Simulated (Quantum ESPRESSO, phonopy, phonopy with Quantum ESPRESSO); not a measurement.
# Grüneisen parameters and expansion of LiH (Fm-3m), part 2 of 2

Aim: how the vibrations of LiH shift with volume, and the expansion that follows.

What experiment has found for this phase:
- heat capacity C_P per formula unit 28.1 J/mol/K and bulk modulus 33.7 GPa near room temperature (given in “High-Throughput Prediction of Finite-Temperature Properties using the Quasi-Harmonic Approximation”, 2016, arXiv:1603.06924)

Quantum ESPRESSO 7.5; DFT LDA, scalar-relativistic, plane waves, PseudoDojo norm-conserving pseudopotentials.

So far. Step 12 (Phonons, V/V0 1.02): The time given is that of the 2 pw.x runs on displaced cells behind this step. Step 13 (Ground state at this cell, V/V0 0.98): The run ends at a pressure of 0.81 GPa.

The database entry behind the starting cell differs from later determinations by our own check (the deuteride, about 0.2 % short), so it need not match the best structure at ambient conditions.

## (14) Born charges and dielectric tensor

ph.in

```
phonons
 &inputph
    prefix='x',
    outdir='./tmp',
    fildyn='x.dyn',
    tr2_ph=1.0d-18,
    epsil=.true.,
 /
0.000000000 0.000000000 0.000000000
```

scf.in

```
 &control
    calculation='scf',
    prefix='x',
    outdir='./tmp',
    pseudo_dir='./pseudo',
    tprnfor=.true.,
    tstress=.true.,
 /
 &system
    ibrav=0,
    nat=2,
    ntyp=2,
    ecutwfc=74.0,
    occupations='fixed',
    nbnd=4,
 /
 &electrons
    conv_thr=1.0d-12,
    mixing_beta=0.7,
    electron_maxstep=100,
 /
ATOMIC_SPECIES
 Li      6.9400  Li.upf
 H       1.0080  H.upf
CELL_PARAMETERS angstrom
     0.000000000    1.941529035    1.941529035
     1.941529035    0.000000000    1.941529035
     1.941529035    1.941529035    0.000000000
ATOMIC_POSITIONS crystal
 Li     0.000000000   0.000000000   0.000000000
 H      0.500000000   0.500000000   0.500000000
K_POINTS automatic
 12 12 12 0 0 0
```

Run with:

```console
$ OMP_NUM_THREADS=1 mpirun -n 8 ph.x -nk 8 -in ph.in > ph.out
```

Elapsed: 6.7 s, on 8 MPI ranks of Arm Neoverse V2, shared host.

The Born charges sum to zero within 8.6e-4 e; the rest is removed before use. Acoustic frequencies in this log differ from zero by the error of the sum rule, which ph.x does not impose.

## (15) Forces on a displaced cell

System of this step: LiH. The cell holds 54 atoms: 27 Li and 27 H. Its edges and angles: a = 8.237 Å, b = 8.237 Å, c = 8.237 Å, α = 60.0°, β = 60.0°, γ = 60.0°. It derives from LiH, repeated 3×3×3.

disp-00001.in

```
 &control
    calculation='scf',
    prefix='x',
    outdir='./tmp',
    pseudo_dir='./pseudo',
    tprnfor=.true.,
    disk_io='none',
 /
 &system
    ibrav=0,
    nat=54,
    ntyp=2,
    ecutwfc=74.0,
    occupations='fixed',
    nbnd=56,
 /
 &electrons
    conv_thr=1.0d-11,
    mixing_beta=0.7,
    electron_maxstep=100,
 /
ATOMIC_SPECIES
 Li      6.9400  Li.upf
 H       1.0080  H.upf
CELL_PARAMETERS angstrom
     0.000000000    5.824587104    5.824587104
     5.824587104    0.000000000    5.824587104
     5.824587104    5.824587104    0.000000000
ATOMIC_POSITIONS crystal
 Li     0.002428007   0.000000000   0.000000000
 Li     0.333333333   0.000000000   0.000000000
 Li     0.666666667   0.000000000   0.000000000
 Li     0.000000000   0.333333333   0.000000000
 Li     0.333333333   0.333333333   0.000000000
 Li     0.666666667   0.333333333   0.000000000
 Li     0.000000000   0.666666667   0.000000000
 Li     0.333333333   0.666666667   0.000000000
[... 42 atom lines left out ...]
 H      0.833333333   0.500000000   0.833333333
 H      0.166666667   0.833333333   0.833333333
 H      0.500000000   0.833333333   0.833333333
 H      0.833333333   0.833333333   0.833333333
K_POINTS automatic
 3 3 3 0 0 0
```

Run with:

```console
$ OMP_NUM_THREADS=1 mpirun -n 4 pw.x -nk 4 -in disp-00001.in > disp-00001.out
```

Run time: 100 s. Hardware: 4 MPI ranks; 6.6 min of CPU time.

## (16) Lattice dynamics at this volume, V/V0 0.98

This step: DFT LDA, scalar-relativistic, plane waves, PseudoDojo norm-conserving pseudopotentials (phonopy with Quantum ESPRESSO 4.10.0 / 7.5).

The job ended after 1.7 min (8 threads).

No mode is imaginary beyond numerical noise along the path. The highest zone-centre mode (no LO–TO term) moved by +3.1 % for a volume change of -2.0 %.

The time given is that of the 2 pw.x runs on displaced cells behind this step.

## (17) Ground state at this cell, V/V0 1.04

This step: DFT LDA, scalar-relativistic, plane waves, PseudoDojo norm-conserving pseudopotentials (Quantum ESPRESSO 7.5).

System of this step: LiH. Symmetry: Fm-3m, No. 225, cubic system. Conventional cell: a = 3.961 Å, b = 3.961 Å, c = 3.961 Å, α = 90.00°, β = 90.00°, γ = 90.00°. Nearest to Li lie 6 H at 1.98 Å. Nearest to H lie 6 Li at 1.98 Å. Farther neighbours are not listed.

Edit scf.in of step 14 so:

```diff
@@ -25,5 +25,5 @@
 CELL_PARAMETERS angstrom
-     0.000000000    1.941529035    1.941529035
-     1.941529035    0.000000000    1.941529035
-     1.941529035    1.941529035    0.000000000
+     0.000000000    1.980369873    1.980369873
+     1.980369873    0.000000000    1.980369873
+     1.980369873    1.980369873    0.000000000
 ATOMIC_POSITIONS crystal
```

Run with:

```console
$ OMP_NUM_THREADS=1 mpirun -n 8 pw.x -nk 8 -in scf.in > scf.out
```

Run time: 1.2 s. Hardware: 8 MPI ranks.

The run ends at a pressure of -1.53 GPa.

## (18) Born charges and dielectric tensor

ph.in is that of step 14.

scf.in is that of step 17.

Run with:

```console
$ OMP_NUM_THREADS=1 mpirun -n 8 ph.x -nk 8 -in ph.in > ph.out
```

Elapsed: 6.8 s, on 8 MPI ranks; 54 s of CPU time.

ε∞:

```
4.91 0.00 0.00
0.00 4.91 0.00
0.00 0.00 4.91
```

The Born charges sum to zero within 5.7e-4 e; the rest is removed before use. Acoustic frequencies in this log differ from zero by the error of the sum rule, which ph.x does not impose.

## (19) A displaced supercell

System of this step: LiH. The cell holds 54 atoms: 27 Li and 27 H. Cell: a = 8.402 Å, b = 8.402 Å, c = 8.402 Å, α = 60.0°, β = 60.0°, γ = 60.0°. It derives from LiH, repeated 3×3×3.

Edit disp-00001.in of step 15 so:

```diff
@@ -25,7 +25,7 @@
 CELL_PARAMETERS angstrom
-     0.000000000    5.824587104    5.824587104
-     5.824587104    0.000000000    5.824587104
-     5.824587104    5.824587104    0.000000000
+     0.000000000    5.941109618    5.941109618
+     5.941109618    0.000000000    5.941109618
+     5.941109618    5.941109618    0.000000000
 ATOMIC_POSITIONS crystal
- Li     0.002428007   0.000000000   0.000000000
+ Li     0.002380386   0.000000000   0.000000000
  Li     0.333333333   0.000000000   0.000000000
```

Run with:

```console
$ OMP_NUM_THREADS=1 mpirun -n 4 pw.x -nk 4 -in disp-00001.in > disp-00001.out
```

The job ended after 99 s (4 MPI ranks).

## (20) Lattice dynamics at this volume, V/V0 1.04

This step: DFT LDA, scalar-relativistic, plane waves, PseudoDojo norm-conserving pseudopotentials (phonopy with Quantum ESPRESSO 4.10.0 / 7.5).

Elapsed: 99 s, on 8 threads; 13 min of CPU time.

No mode is imaginary beyond numerical noise along the path. The highest zone-centre mode (no LO–TO term) moved by -5.9 % for a volume change of +4.0 %.

The time given is that of the 2 pw.x runs on displaced cells behind this step.

## (21) Ground state at this cell, V/V0 1.06

This step: DFT LDA, scalar-relativistic, plane waves, PseudoDojo norm-conserving pseudopotentials (Quantum ESPRESSO 7.5).

System of this step: LiH. The structure is cubic, space group Fm-3m (No. 225). The conventional cell has a = 3.986 Å, b = 3.986 Å, c = 3.986 Å, α = 90.00°, β = 90.00°, γ = 90.00°. Nearest to Li lie 6 H at 1.99 Å. Nearest to H lie 6 Li at 1.99 Å. Farther neighbours are not listed.

Edit scf.in of step 18 so:

```diff
@@ -25,5 +25,5 @@
 CELL_PARAMETERS angstrom
-     0.000000000    1.980369873    1.980369873
-     1.980369873    0.000000000    1.980369873
-     1.980369873    1.980369873    0.000000000
+     0.000000000    1.992984034    1.992984034
+     1.992984034    0.000000000    1.992984034
+     1.992984034    1.992984034    0.000000000
 ATOMIC_POSITIONS crystal
```

Run with:

```console
$ OMP_NUM_THREADS=1 mpirun -n 8 pw.x -nk 8 -in scf.in > scf.out
```

Run time: 1.2 s. Hardware: 8 MPI ranks.

The run ends at a pressure of -2.19 GPa.

## (22) Zone-centre response

ph.in is that of step 18.

scf.in is that of step 21.

Run with:

```console
$ OMP_NUM_THREADS=1 mpirun -n 8 ph.x -nk 8 -in ph.in > ph.out
```

Run time: 6.7 s. Hardware: 8 MPI ranks; 53 s of CPU time.

ε∞:

```
4.86 0.00 0.00
0.00 4.86 0.00
0.00 0.00 4.86
```

The Born charges sum to zero within 5.0e-4 e; the rest is removed before use. Acoustic frequencies in this log differ from zero by the error of the sum rule, which ph.x does not impose.

## (23) A displaced supercell

System of this step: LiH. The cell holds 54 atoms: 27 Li and 27 H. Cell: a = 8.456 Å, b = 8.456 Å, c = 8.456 Å, α = 60.0°, β = 60.0°, γ = 60.0°. It derives from LiH, repeated 3×3×3.

Edit disp-00001.in of step 19 so:

```diff
@@ -25,7 +25,7 @@
 CELL_PARAMETERS angstrom
-     0.000000000    5.941109618    5.941109618
-     5.941109618    0.000000000    5.941109618
-     5.941109618    5.941109618    0.000000000
+     0.000000000    5.978952101    5.978952101
+     5.978952101    0.000000000    5.978952101
+     5.978952101    5.978952101    0.000000000
 ATOMIC_POSITIONS crystal
- Li     0.002380386   0.000000000   0.000000000
+ Li     0.002365320   0.000000000   0.000000000
  Li     0.333333333   0.000000000   0.000000000
```

Run with:

```console
$ OMP_NUM_THREADS=1 mpirun -n 4 pw.x -nk 4 -in disp-00001.in > disp-00001.out
```

Run time: 85 s. Hardware: 4 MPI ranks; 5.6 min of CPU time.

## (24) Lattice dynamics at this volume, V/V0 1.06

This step: DFT LDA, scalar-relativistic, plane waves, PseudoDojo norm-conserving pseudopotentials (phonopy with Quantum ESPRESSO 4.10.0 / 7.5).

Run time: 1.8 min. Hardware: 8 threads; 13 min of CPU time.

No mode is imaginary beyond numerical noise along the path. The highest zone-centre mode (no LO–TO term) moved by -8.8 % for a volume change of +6.0 %.

The time given is that of the 2 pw.x runs on displaced cells behind this step.

## (25) Self-consistent run, V/V0 1.085

This step: DFT LDA, scalar-relativistic, plane waves, PseudoDojo norm-conserving pseudopotentials (Quantum ESPRESSO 7.5).

System of this step: LiH. The structure is cubic, space group Fm-3m (No. 225). Conventional cell: a = 4.017 Å, b = 4.017 Å, c = 4.017 Å, α = 90.00°, β = 90.00°, γ = 90.00°. Nearest to Li lie 6 H at 2.01 Å. Nearest to H lie 6 Li at 2.01 Å. Farther neighbours are not listed.

Edit scf.in of step 22 so:

```diff
@@ -25,5 +25,5 @@
 CELL_PARAMETERS angstrom
-     0.000000000    1.992984034    1.992984034
-     1.992984034    0.000000000    1.992984034
-     1.992984034    1.992984034    0.000000000
+     0.000000000    2.008530559    2.008530559
+     2.008530559    0.000000000    2.008530559
+     2.008530559    2.008530559    0.000000000
 ATOMIC_POSITIONS crystal
```

Run with:

```console
$ OMP_NUM_THREADS=1 mpirun -n 8 pw.x -nk 8 -in scf.in > scf.out
```

Run time: 1.2 s. Hardware: 8 MPI ranks.

The run ends at a pressure of -2.93 GPa.

## (26) Born charges and dielectric tensor

ph.in is that of step 22.

scf.in is that of step 25.

Run with:

```console
$ OMP_NUM_THREADS=1 mpirun -n 8 ph.x -nk 8 -in ph.in > ph.out
```

Wall time 6.6 s (8 MPI ranks); 52 s of CPU time.

ε∞:

```
4.80 0.00 0.00
0.00 4.80 0.00
0.00 0.00 4.80
```

The Born charges sum to zero within 4.2e-4 e; the rest is removed before use. Acoustic frequencies in this log differ from zero by the error of the sum rule, which ph.x does not impose.

## (27) A displaced supercell

System of this step: LiH. The cell holds 54 atoms: 27 Li and 27 H. Cell: a = 8.521 Å, b = 8.521 Å, c = 8.521 Å, α = 60.0°, β = 60.0°, γ = 60.0°. It derives from LiH, repeated 3×3×3.

Edit disp-00001.in of step 23 so:

```diff
@@ -25,7 +25,7 @@
 CELL_PARAMETERS angstrom
-     0.000000000    5.978952101    5.978952101
-     5.978952101    0.000000000    5.978952101
-     5.978952101    5.978952101    0.000000000
+     0.000000000    6.025591677    6.025591677
+     6.025591677    0.000000000    6.025591677
+     6.025591677    6.025591677    0.000000000
 ATOMIC_POSITIONS crystal
- Li     0.002365320   0.000000000   0.000000000
+ Li     0.002347012   0.000000000   0.000000000
  Li     0.333333333   0.000000000   0.000000000
```

Run with:

```console
$ OMP_NUM_THREADS=1 mpirun -n 4 pw.x -nk 4 -in disp-00001.in > disp-00001.out
```

The job ended after 1.7 min (4 MPI ranks).

## (28) Lattice dynamics at this volume, V/V0 1.085

This step: DFT LDA, scalar-relativistic, plane waves, PseudoDojo norm-conserving pseudopotentials (phonopy with Quantum ESPRESSO 4.10.0 / 7.5).

The job ended after 1.7 min (8 threads; 14 min of CPU time).

No mode is imaginary beyond numerical noise along the path. The highest zone-centre mode (no LO–TO term) moved by -12.3 % for a volume change of +8.5 %.

The time given is that of the 2 pw.x runs on displaced cells behind this step.

## (29) How the modes move with volume

This step: DFT LDA, scalar-relativistic, plane waves, PseudoDojo norm-conserving pseudopotentials (phonopy 4.10.0).

Numbers from this step:

```
share of modes with a negative Grüneisen parameter : 0
```

Mean Grüneisen, by row:

```
T (K)  heat-capacity-weighted mean  root mean square
   50                        1.017             1.071
  100                        1.084             1.111
  200                        1.086             1.104
  300                        1.071              1.09
  500                         1.05             1.069
  800                        1.037             1.057
```

Table of mean mode Grueneisen parameter by wavenumber:

```
wavenumber (cm⁻¹)  mean mode Grueneisen parameter
               18                               -
               55                           0.817
               92                           0.867
              128                            0.95
              165                            1.04
              202                            1.02
              238                            1.08
              275                             1.1
              312                            1.14
              348                            1.09
              385                             1.1
              422                            1.17
              458                           0.987
              495                           0.874
              532                           0.813
              568                               -
              605                               -
              642                             1.5
              678                            1.44
              715                            1.37
              752                             1.3
              788                            1.23
              825                            1.15
              862                            1.07
              898                           0.981
              935                           0.902
              972                           0.824
             1008                           0.766
             1045                           0.725
             1082                           0.689
```

Volume series, by row:

```
 V/V0  V (Å³/atom)  pressure (GPa)  E - E0 (meV/atom)  gap (eV)  zero-point energy (meV/atom)  lowest on the path (cm⁻¹)  highest at Gamma without the LO-TO term (cm⁻¹)
 0.98        7.319           0.805               0.39     2.523                         119.9                        0.1                                           667.1
    1        7.468          -0.043                  0     2.544                         117.6                        0.1                                           647.3
 1.02        7.617           -0.82              0.366     2.565                         115.3                        0.1                                           627.9
 1.04        7.767          -1.533              1.429     2.584                         113.1                        0.1                                           608.9
 1.06        7.916          -2.186              3.127     2.602                         110.9                        0.1                                           590.3
1.085        8.103          -2.928              6.068     2.624                         108.3                        0.1                                           567.4
```

Table of optical frequency at Gamma without the LO-TO term, mode 4 by V/V0:

```
  V/V0  optical frequency at Gamma without the LO-TO term, mode 4 (cm⁻¹)
0.9800                                                               667
1.0000                                                               647
1.0200                                                               628
1.0400                                                               609
1.0600                                                               590
1.0850                                                               567
```

Grüneisen at points, by row:

```
point  branch  frequency (cm⁻¹)  mode Grüneisen parameter
    Γ       4             647.3                      1.51
    Γ       6              1099                      0.64
    X       1             333.4                      1.04
    X       3             434.5                      1.38
    X       4             856.8                      0.99
    X       6              1039                       0.7
    U       1             330.2                      1.16
    U       2             408.4                      0.99
    U       3             418.1                      1.24
    U       4             855.3                      1.04
    U       5             951.4                      0.86
    U       6             993.2                      0.79
    K       1             330.2                      1.16
    K       2             408.4                      0.99
    K       3             418.1                      1.24
    K       4             855.3                      1.04
    K       5             951.4                      0.86
    K       6             993.2                      0.79
    L       1             304.3                      1.24
    L       3             541.5                      0.78
    L       4             856.7                      1.16
    L       6              1088                       0.7
    W       1             372.2                      1.06
    W       2             398.8                      1.16
    W       4             901.2                      0.95
    W       5             955.2                      0.85
```

## (30) Free-energy fit

Table of energy (each curve on its own zero) by volume; values in meV/atom:

```
volume (Å³/atom)  static  F at 0 K  F at 300 K  F at 600 K
           7.319    0.39      6.13        7.13        10.0
           7.468       0       3.4        4.02         5.8
           7.617    0.37      1.48        1.72        2.36
           7.767    1.43      0.33        0.16       -0.34
           7.916    3.13     -0.13       -0.71       -2.39
           8.103    6.07      0.18       -0.94        -4.1
```

Phonopy-qha, vinet fit of F(V) at each temperature; no electronic free energy. Qha vinet, by row:

```
T (K)  fitted volume (Å³/atom)  alpha_V (1e-6/K)  B_T (GPa)  C_P (J/mol-atom/K)  Grueneisen
   75                    7.949              10.4      35.77               1.401       1.267
  100                    7.952             21.13      35.67               2.969       1.206
  125                    7.957             32.94      35.51               4.671       1.198
  150                    7.965             44.41      35.31               6.312       1.197
  175                    7.975             55.25      35.05                7.86       1.195
  200                    7.987             65.49      34.76               9.325       1.191
  225                    8.001             75.22      34.44               10.72       1.187
  250                    8.017             84.47      34.08               12.04       1.183
```

The volume expansion coefficient, phonopy-qha, Vinet by temperature:

```
temperature (K)  volume expansion coefficient, phonopy-qha, Vinet (1e-6/K)
           75.0                                                       10.4
          100.0                                                       21.1
          125.0                                                       32.9
          150.0                                                       44.4
          175.0                                                       55.2
          200.0                                                       65.5
          225.0                                                       75.2
          250.0                                                       84.5
```

## (31) Outcome

- mean mode Grüneisen parameter at 300 K: 1.07

What this shows: The q-mesh is coarse, and the expansion can converge slowly with it. From the first temperature shown only one computed volume lies above the fitted minimum, so the fit rests on its edge. The table stops at 250 K because beyond it the fitted volume comes within 1 % of the largest computed cell, where the fit loses its support. The heat-capacity-weighted Grüneisen parameter goes from 1.02 at 50 K to 1.04 at 800 K. Weighting γ by the density of states and each mode's heat capacity at 300 K, modes below 370 cm⁻¹ give about 52 % of the sum of γC that drives the expansion, those up to 750 cm⁻¹ 26 % and the rest 21 %. Among the labelled points γ is largest for branch 4 at Γ (647 cm⁻¹, 1.5) and smallest for branch 6 at Γ (1099 cm⁻¹, 0.64). The supercell is small: only its own wavevectors are exact, and branches between them are interpolated and can be misplaced.

[Logs are printed without paths, hosts, clocks, repeated set-up lines and the standing remarks that a program may print on its own settings, such as how far it seeks lower states.]

[Hosts, paths, dates, database ids (printed as entryN), source tags and the programs' standing remarks are cut or masked in the printed files.]

[A step with changed settings may run another functional than the one named; its input shows which.]

[Of the runs on displaced cells, only some may be shown.]
